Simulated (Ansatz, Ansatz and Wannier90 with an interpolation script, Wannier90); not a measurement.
Planning a run of Ansatz 0.2.0 on CsCdCl3 (Pm-3m). The input:

```yaml
crystal:
  lattice:
    - [5.2, 0.0, 0.0]
    - [0.0, 5.2, 0.0]
    - [0.0, 0.0, 5.2]
  atoms:
    - { symbol: Cs, position: [0.0, 0.0, 0.0] }
    - { symbol: Cd, position: [0.5, 0.5, 0.5] }
    - { symbol: Cl, position: [0.0, 0.5, 0.5] }
    - { symbol: Cl, position: [0.5, 0.0, 0.5] }
    - { symbol: Cl, position: [0.5, 0.5, 0.0] }
kpoints:
  mp_grid: { grid: [2, 2, 2] }
hamiltonian:
  xc: lda
scf:
  occupations: { method: fixed }
gw:
  n_empty_bands: 528
  ecut_chi: 140.0
  qp_bands: [v9, c1]
  screening: { model: contour_deformation }
```

The database entry behind the starting cell is an old determination (1928), so it need not match the best structure at ambient conditions.

```sh
ansatz run input.yaml --threads 4 --pin off --max-ram 18432MiB --backend cpu --events-out ev --progress --plain --runs-dir out
```

**Question.** How long will it take on 4 threads of Arm Neoverse V1, shared host, and how much memory?

It took 46 s; on shared hardware allow 23 s to 92 s. Peak host memory was 2.2 GiB. The sizes that set the cost: 2777 plane waves a state, 4 irreducible k points, 553 bands summed, 515 plane waves in the screening and 7 SCF cycles.

The screening grows as filled bands × empty bands × pairs of k points, times the square of the screening basis for the matrix.

[Paths, hosts, dates, memory and timing lines, banners, echoed tables and standing remarks are left out of the program output.]

[Logs are printed without paths, hosts, clocks, repeated set-up lines and the standing remarks that a program may print on its own settings, such as how far it seeks lower states.]

[Runs of the session that timed out or met a known fault of the program may be left out.]

[Hosts, paths, dates, database ids (printed as entryN), source tags and the programs' standing remarks are cut or masked in the printed files.]
